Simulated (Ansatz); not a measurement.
# Graphene zigzag nanoribbon, H-capped, B on C sites (72 atoms): geometry optimisation

Wanted: the relaxed structure of graphene zigzag nanoribbon, H-capped, B on C sites (72 atoms) and its electronic structure.

Main program and level: Ansatz 0.2.0; Kohn-Sham DFT, LDA, PAW (set soft_2), plane waves.

## (1) Starting point

The cell holds 72 atoms: 53 C, 7 B and 12 H. Cell: a = 14.760 Å, b = 21.412 Å, c = 10.000 Å, α = 90.0°, β = 90.0°, γ = 90.0°. It derives from C (graphene). Graphene (a = 2.46 Å), rectangular cell with x along the zigzag direction; strip nominally 12.5 Å wide, 6 periods, edges capped with H, 10 Å of vacuum, 7 of 60 C replaced by B at random; not relaxed, displaced by a Gaussian of 0.02 Å. Regions: sheet, 60 atoms (53 C and 7 B); hydrogen, 12 atoms (12 H). Vacuum lies along b and c. The structure repeats along a.

Before any run, some limits are plain. The main run has no spin polarisation, so any moments at edges, vacancies or dangling bonds can't form in it. The electron count is odd and the run has no spin polarisation, so levels at the top are partly filled by construction. The Brillouin zone is sampled at Γ only, in a cell whose periodic width is 15 Å.

## (2) Single point at the start

The forces at the start show how far the geometry lies from a minimum of this functional.

File input.yaml:

```yaml
crystal:
  lattice:
    - [14.76, 0.0, 0.0]
    - [0.0, 21.41183, 0.0]
    - [0.0, 0.0, 10.0]
  atoms:
    - { symbol: C, position: [0.99898, 0.31857, 0.50244] }
    - { symbol: C, position: [0.08204, 0.28586, 0.49822] }
    - { symbol: C, position: [0.08468, 0.41605, 0.49811] }
    - { symbol: C, position: [0.99949, 0.38403, 0.50248] }
    [... 62 atom lines left out ...]
    - { symbol: H, position: [0.58126, 0.23255, 0.49994] }
    - { symbol: H, position: [0.49981, 0.76473, 0.49992] }
    - { symbol: H, position: [0.74983, 0.23305, 0.50095] }
    - { symbol: H, position: [0.66636, 0.765, 0.50369] }
    - { symbol: H, position: [0.91467, 0.23265, 0.50211] }
    - { symbol: H, position: [0.83305, 0.76629, 0.49996] }
kpoints:
  mp_grid: { grid: [1, 1, 1] }
hamiltonian:
  xc: lda
scf:
  occupations: { method: fermi_dirac, width: 0.025 }
output:
  forces: true
  populations: true
  dos:
    method: { smearing: { sigma: 0.15 } }
    de: 0.1
    projected:
      site_lists:
        B: [B]
        C: [C]
        H: [H]
        sheet: [0, 1, 2, 3, 4, 5, 6, 7, 8, 9, 10, 11, 12, 13, 14, 15, 16, 17, 18, 19, 20, 21, 22, 23, 24, 25, 26, 27, 28, 29, 30, 31, 32, 33, 34, 35, 36, 37, 38, 39, 40, 41, 42, 43, 44, 45, 46, 47, 48, 49, 50, 51, 52, 53, 54, 55, 56, 57, 58, 59]
        hydrogen: [60, 61, 62, 63, 64, 65, 66, 67, 68, 69, 70, 71]
  eigenvalues: true
```

Launch:

```bash
ansatz run input.yaml --threads 4 --pin off --max-ram 8192MiB --backend cpu --events-out ev --progress --plain --runs-dir out
```

Elapsed: 29 s, on 4 threads of Arm Neoverse V2, shared host; peak memory 2.1 GiB; 1.9 min of CPU time.

Read from the output:

```
free energy                             : -14092.8993 eV
free energy per atom                    : -195.7347 eV/atom
SCF cycles                              : 21
r.m.s. force component                  : 1.944 eV/Å
longest force                           : 11.61 eV/Å
Fermi energy                            : -3.36 eV
levels partly filled by over 2 per cent : 2
spilling of the projection              : 0.01127
```

The r.m.s. force component of 1.9 eV/Å sets the starting point.

Length of the force by element:

| element | coordination | atoms | mean length of the force (eV/Å) | spread | least | most |
| --- | --- | --- | --- | --- | --- | --- |
| B | all | 7 | 4.14 | 1.88 | 2.01 | 6.87 |
| C | all | 53 | 2.77 | 2.01 | 0.269 | 11.6 |
| H | all | 12 | 1.17 | 1.70 | 0.116 | 5.18 |

## (3) Relaxation

With the cell held, the atoms are moved downhill towards a nearby minimum.

input.yaml, the sections that differ from step 2:

```yaml
output:
  forces: true
relax:
  f_tol: 0.03
  max_steps: 181
# crystal, kpoints, hamiltonian, scf: as in step 2
```

Elapsed: 4.5 min, on 4 threads; peak memory 2 GiB.

Step by step (22 of 23):

| step | energy less that of the first step (eV) | largest force component (eV/Å) |
| --- | --- | --- |
| 1 | 0.0000 | 11.5647 |
| 2 | -5.4450 | 4.3997 |
| 3 | -6.5170 | 0.9878 |
| 4 | -6.5732 | 0.4396 |
| 5 | -6.5177 | 0.5869 |
| 6 | -6.6328 | 0.0746 |
| 7 | -6.6446 | 0.0680 |
| 8 | -6.6709 | 0.1729 |
| 9 | -6.6940 | 0.2028 |
| 10 | -6.7022 | 0.1554 |
| 11 | -6.7132 | 0.1331 |
| 13 | -6.7517 | 0.2124 |
| 14 | -6.7760 | 0.2643 |
| 15 | -6.7992 | 0.2195 |
| 16 | -6.8212 | 0.1108 |
| 17 | -6.8327 | 0.1323 |
| 18 | -6.8410 | 0.1183 |
| 19 | -6.8455 | 0.0712 |
| 20 | -6.8485 | 0.0425 |
| 21 | -6.8500 | 0.0244 |
| 22 | -6.8508 | 0.0232 |
| 23 | -6.8512 | 0.0228 |

Relaxation step 5 was tried and not accepted.

The atoms that moved most (Å):

```
atom      dx      dy      dz  length
 C16  -0.097  -0.018   0.876   0.882
 B25  -0.053   0.075   0.852   0.857
 H72  -0.006   0.220  -0.712   0.745
 C28   0.009   0.109   0.654   0.663
 H70   0.008  -0.010  -0.626   0.626
 B13  -0.004  -0.049   0.602   0.604
 C15  -0.050  -0.012   0.545   0.548
 C17   0.021   0.036   0.530   0.532
```

The relaxation changed the energy by -95.2 meV/atom, and atoms moved by 0.33 Å r.m.s., 0.88 Å at most.

## (4) Local order after relaxation

Bonds before and after, by the cutoffs listed below:

| pair | bonds before | bonds after | mean before (Å) | mean after (Å) | spread before (Å) | spread after (Å) |
| --- | --- | --- | --- | --- | --- | --- |
| C-C | 66 | 66 | 1.423 | 1.414 | 0.026 | 0.021 |
| C-H | 10 | 10 | 1.101 | 1.097 | 0.016 | 0.001 |
| C-B | 17 | 17 | 1.412 | 1.503 | 0.038 | 0.010 |
| H-B | 2 | 2 | 1.057 | 1.208 | 0.006 | 0.001 |
| B-B | 1 | 1 | 1.402 | 1.633 | 0.000 | 0.000 |

Normalised to the volume that the atoms fill. Pair distribution functions g(r), in bins of 0.2 Å:

```
r (Å)  total   C-C   C-H   C-B   H-H   H-B   B-B
 1.00   0.96  0.00  3.93  0.00  0.00  0.00  0.00
 1.20   0.15  0.00  0.00  0.00  0.00  4.58  0.00
 1.40   4.03  6.79  0.00  2.50  0.00  0.00  0.00
 1.60   0.52  0.00  0.00  3.35  0.00  0.00  4.46
 1.80   0.00  0.00  0.00  0.00  0.00  0.00  0.00
 2.00   0.00  0.00  0.00  0.00  0.00  0.00  0.00
 2.20   0.48  0.00  1.95  0.00  0.00  0.00  0.00
 2.40   2.25  3.19  0.32  1.92  6.06  0.00  0.00
 2.60   1.07  0.81  0.70  2.40  1.84  1.44  1.78
 2.80   0.78  0.90  0.48  1.08  0.00  0.46  0.00
 3.00   0.36  0.50  0.05  0.44  0.00  0.00  1.38
 3.20   0.00  0.00  0.00  0.00  0.00  0.00  0.00
 3.40   0.19  0.00  0.77  0.00  0.00  0.00  0.00
 3.60   0.05  0.03  0.14  0.00  0.00  0.00  0.00
 3.80   1.07  1.44  0.12  1.72  0.00  0.00  0.79
 4.00   0.17  0.07  0.39  0.20  0.00  0.44  0.00
 4.20   0.49  0.56  0.40  0.60  0.00  0.00  0.65
 4.40   0.40  0.54  0.02  0.73  0.00  0.00  0.00
 4.60   0.10  0.00  0.36  0.00  0.00  0.47  0.00
 4.80   0.17  0.12  0.31  0.03  0.85  0.00  0.00
 5.00   0.72  0.79  0.45  0.79  1.13  0.55  1.88
 5.20   0.48  0.64  0.12  0.67  0.00  0.13  0.88
 5.40   0.05  0.02  0.09  0.03  0.00  0.36  0.42
 5.60   0.08  0.12  0.03  0.07  0.00  0.00  0.00
 5.80   0.16  0.15  0.11  0.30  0.00  0.10  0.00
 6.00   0.05  0.01  0.11  0.00  0.00  0.39  0.00
 6.20   0.36  0.41  0.33  0.36  0.00  0.36  0.00
 6.40   0.26  0.21  0.34  0.27  0.00  0.59  0.58
```

Bonds by pair of elements; cutoffs follow the first minimum of g(r), held within bounds set by covalent radii, and pairs that aren't listed don't count as bonded:

| pair A-B | cutoff (Å) | bonds | mean length (Å) | spread (Å) | shortest (Å) | B about A | A about B |
| --- | --- | --- | --- | --- | --- | --- | --- |
| C-C | 1.82 | 66 | 1.41 | 0.021 | 1.38 | 2.49 | 2.49 |
| C-H | 1.39 | 10 | 1.10 | 0.001 | 1.10 | 0.189 | 0.833 |
| C-B | 1.93 | 17 | 1.50 | 0.01 | 1.49 | 0.321 | 2.43 |
| H-B | 1.49 | 2 | 1.21 | 0.001 | 1.21 | 0.167 | 0.286 |
| B-B | 2.02 | 1 | 1.63 | 0 | 1.63 | 0.286 | 0.286 |

How many atoms have how many bonded neighbours:

| element | mean | 1 | 3 |
| --- | --- | --- | --- |
| B | 3 | 0 | 7 |
| C | 3 | 0 | 53 |
| H | 1 | 12 | 0 |

Bond angles, per cent of each kind in bins of 5°:

```
angle (°)  C-C-C  B-C-C  C-C-H  C-B-C
  110–115    0.0    6.2    0.0    0.0
  115–120   47.2   68.8   90.0   61.5
  120–125   51.9   25.0   10.0   38.5
  125–130    0.9    0.0    0.0    0.0
```

Bond angles (no mean is given where the spread exceeds 20°):

```csv
angle,count,mean (°),spread (°)
C-C-C,106,120,1.8
B-C-C,32,119,2
C-C-H,20,119,0.9
C-B-C,13,120,2.4
B-B-C,4,117,2.9
```

Counting bonds as in the table, all B atoms have 3, all C atoms have 3 and all H atoms have 1 bonded neighbour. The C-C-C angle averages 120° with a spread of 1.8°.

## (5) Single point at the relaxed geometry

The electronic structure is read at the final geometry, in a run of its own.

File input.yaml:

```yaml
crystal:
  lattice:
    - [14.76, 0.0, 0.0]
    - [0.0, 21.41183, 0.0]
    - [0.0, 0.0, 10.0]
  atoms:
    - { symbol: C, position: [0.99856, 0.31501, 0.492] }
    - { symbol: C, position: [0.08134, 0.28269, 0.49283] }
    - { symbol: C, position: [0.08148, 0.41367, 0.52197] }
    - { symbol: C, position: [0.99769, 0.38216, 0.50154] }
    [... 62 atom lines left out ...]
    - { symbol: H, position: [0.58326, 0.23161, 0.47301] }
    - { symbol: H, position: [0.49834, 0.77846, 0.47752] }
    - { symbol: H, position: [0.74842, 0.23216, 0.47219] }
    - { symbol: H, position: [0.66689, 0.76452, 0.44109] }
    - { symbol: H, position: [0.91712, 0.23183, 0.47525] }
    - { symbol: H, position: [0.83265, 0.77657, 0.42881] }
kpoints:
  mp_grid: { grid: [1, 1, 1] }
hamiltonian:
  xc: lda
scf:
  occupations: { method: fermi_dirac, width: 0.025 }
output:
  forces: true
  populations: true
  dos:
    method: { smearing: { sigma: 0.15 } }
    de: 0.1
    projected:
      site_lists:
        B: [B]
        C: [C]
        H: [H]
        sheet: [0, 1, 2, 3, 4, 5, 6, 7, 8, 9, 10, 11, 12, 13, 14, 15, 16, 17, 18, 19, 20, 21, 22, 23, 24, 25, 26, 27, 28, 29, 30, 31, 32, 33, 34, 35, 36, 37, 38, 39, 40, 41, 42, 43, 44, 45, 46, 47, 48, 49, 50, 51, 52, 53, 54, 55, 56, 57, 58, 59]
        hydrogen: [60, 61, 62, 63, 64, 65, 66, 67, 68, 69, 70, 71]
  eigenvalues: true
  write_density: true
  write_potential: true
  volumetric_format: npy
  elf: true
```

The job ended after 33 s (4 threads; peak memory 2.1 GiB; 2.1 min of CPU time).

The program notes that the exchange-correlation potential is rough where the density is thin.

Numbers from this run:

- free energy: -14099.7505 eV
- free energy per atom: -195.8299 eV/atom
- SCF cycles: 22
- r.m.s. force component: 0.0054 eV/Å
- longest force: 0.0309 eV/Å
- Fermi energy: -3.191 eV
- levels partly filled by over 2 per cent: 2
- spilling of the projection: 0.01106

Löwdin charges by element (they lack the spilled electrons, 0.038 e an atom on average):

```csv
element,coordination,atoms,mean charge (e),spread,least,most
B,all,7,0.0986,0.0345,0.0457,0.140
C,all,53,-0.0018,0.0693,-0.137,0.109
H,all,12,0.176,0.06,0.0409,0.206
```

By region:

```csv
region,atoms,mean length of the force (eV/Å)
sheet,60,0.008
hydrogen,12,0.006
```

States in the cell by windows of 1 eV, zero at the Fermi level; the larger projections on atomic orbitals stand beside the total:

```
from (eV)  to (eV)  total  sheet   C p  B p  C s
      -18      -17    8.5    8.2   1.3  0.2  6.7
      -17      -16    6.7    6.5   1.6  0.2  4.6
      -16      -15   10.1    9.7   3.1  0.3  6.2
      -15      -14    7.7    7.4   2.6  0.2  4.4
      -14      -13   13.9   13.4   5.6  0.4  7.2
      -13      -12    5.2    5.0   2.1  0.2  2.5
      -12      -11    8.9    8.5   4.7  0.2  3.2
      -11      -10   14.0   13.3   8.5  0.5  4.0
      -10       -9    8.5    8.0   5.4  0.3  2.1
       -9       -8   11.1   10.4   8.0  0.4  1.7
       -8       -7   13.9   12.9  10.1  0.3  1.8
       -7       -6   18.5   17.1  14.4  0.6  1.5
       -6       -5   27.3   25.2  22.8  0.8  1.0
       -5       -4   23.6   22.2  20.0  1.1  0.6
       -4       -3   21.0   19.8  17.1  2.0  0.4
       -3       -2   19.8   18.7  14.4  3.7  0.5
       -2       -1   18.8   18.5  16.1  2.2  0.2
       -1        0    7.2    7.2   5.3  1.8  0.1
        0        1    6.9    6.9   5.5  1.3  0.0
        1        2    2.2    2.2   1.7  0.5  0.0
        2        3    5.8    5.7   4.9  0.8  0.0
        3        4   14.8   13.1  11.5  1.5  0.0
        4        5   21.4    9.9   7.5  1.9  0.3
```

The levels nearest the highest filled one (over half full), pooled over k-points and spins:

```
level less the highest filled one (eV)  occupation
                                 -1.15           2
                                 -1.05           2
                                -0.866           2
                                -0.453           2
                               -0.0589        1.86
                                     0        1.13
                                 0.182       0.002
                                 0.588           0
                                 0.845           0
                                  1.71           0
                                  2.21           0
                                  2.24           0
```

Mean Löwdin charges: B +0.10, C -0.00, H +0.18 e (they miss 1.1 % of the electrons, so they add up to more than the cell's charge). Charges this small depend on the projection, at times even in sign. Within 0.4 eV of the Fermi level the largest share is C p (79 % of the projected weight).

## (6) Results

| Property | Result |
| --- | --- |
| energy change in the relaxation | -95.16 meV/atom |
| r.m.s. displacement | 0.328 Å |
| largest displacement | 0.882 Å |
| free energy per atom | -195.8299 eV/atom |
| r.m.s. force component | 0.0054 eV/Å |
| wall time of the 3 DFT runs | 5.5 min |

What this shows: Relaxation lowers the energy by 95.2 meV/atom and moves atoms by 0.33 Å r.m.s.; the r.m.s. force component goes from 1.9 to 0.0054 eV/Å. By the final cutoffs no bond was broken or made. From the first step to the last the energy fell by 6.851 eV, and the largest move was 0.88 Å (C16). The C-B bonds go from 1.412 Å (spread 0.038) to 1.503 Å (spread 0.010). Counting bonds as in the table, all B atoms have 3, all C atoms have 3 and all H atoms have 1 bonded neighbour. No gap is quoted: the electron count is odd and spin is off, so a level is left part filled.

[Logs are printed without paths, hosts, clocks, repeated set-up lines and the standing remarks that a program may print on its own settings, such as how far it seeks lower states.]

[Hosts, paths, dates, database ids (printed as entryN), source tags and the programs' standing remarks are cut or masked in the printed files.]
